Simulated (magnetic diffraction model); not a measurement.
# Mg₃FeS₄: what an assumed order does to the neutron pattern

Space group P-43m (no. 215), a = 5.4370 Å.

```
site  atom       x       y       z
  1a    Fe       0       0       0
  4e     S  0.2492  0.2492  0.2492
  3c    Mg       0     1/2     1/2
```

This is a made-up structure (elements placed in a structure type, unrelaxed), so the numbers test the method and describe no known phase.

Only Fe is taken to order (form factors of Fe2+); orders and moment sizes are assumed, and not adapted to the symmetry. Radiation: neutrons of λ = 4.2 Å, 3° to 90°; isotropic B of 0.2 Å² (Fe), 0.28 Å² (S) and 0.23 Å² (Mg). Simulated constant-wavelength pattern: nuclear and magnetic terms add, the magnetic one as |2.695 fm × Σ f S⊥ exp(2πi Q·r) exp(−B s²)|², summed over all Q at one angle with the factor 1/(sin²θ cos θ). For collinear order S is the moment m, which repeats by lattice and centring translations R with the sign exp(−2πi k·R). Free-ion form factors, Sears's scattering lengths of 1992, no absorption; a label names one of the reflections at its angle. The strongest nuclear line in the range is 100, and lines under 0.2 are left out.

Assume the order k = (0 1/2 0), collinear moments along [010], 3.71 μB on Fe.

Q: Where does magnetic intensity appear, and how strong is it?

```tsv
2θ (°)	index	nuclear	magnetic
45.44	(1 0 0)	4.0	0.0
51.17	(1 1/2 0)	0.0	16.4
66.22	(1 1 0)	4.3	0.0
70.81	(1 1/2 1)	0.0	9.5
83.98	(1 1 1)	100.0	0.0
88.26	(1 3/2 0)	0.0	2.2
```

The strongest magnetic line in the range is (1 1/2 0) at 51.17° (16.4). On top of the Lorentz factor, which all lines share, magnetic lines fade with angle because f falls: for Fe2+ it is 0.90, 0.68, 0.45 and 0.15 at sin θ/λ = 0.1, 0.2, 0.3 and 0.5 Å⁻¹, while nuclear lengths stay constant. The order has no net moment.

[Logs are printed without paths, hosts, clocks, repeated set-up lines and the standing remarks that a program may print on its own settings, such as how far it seeks lower states.]
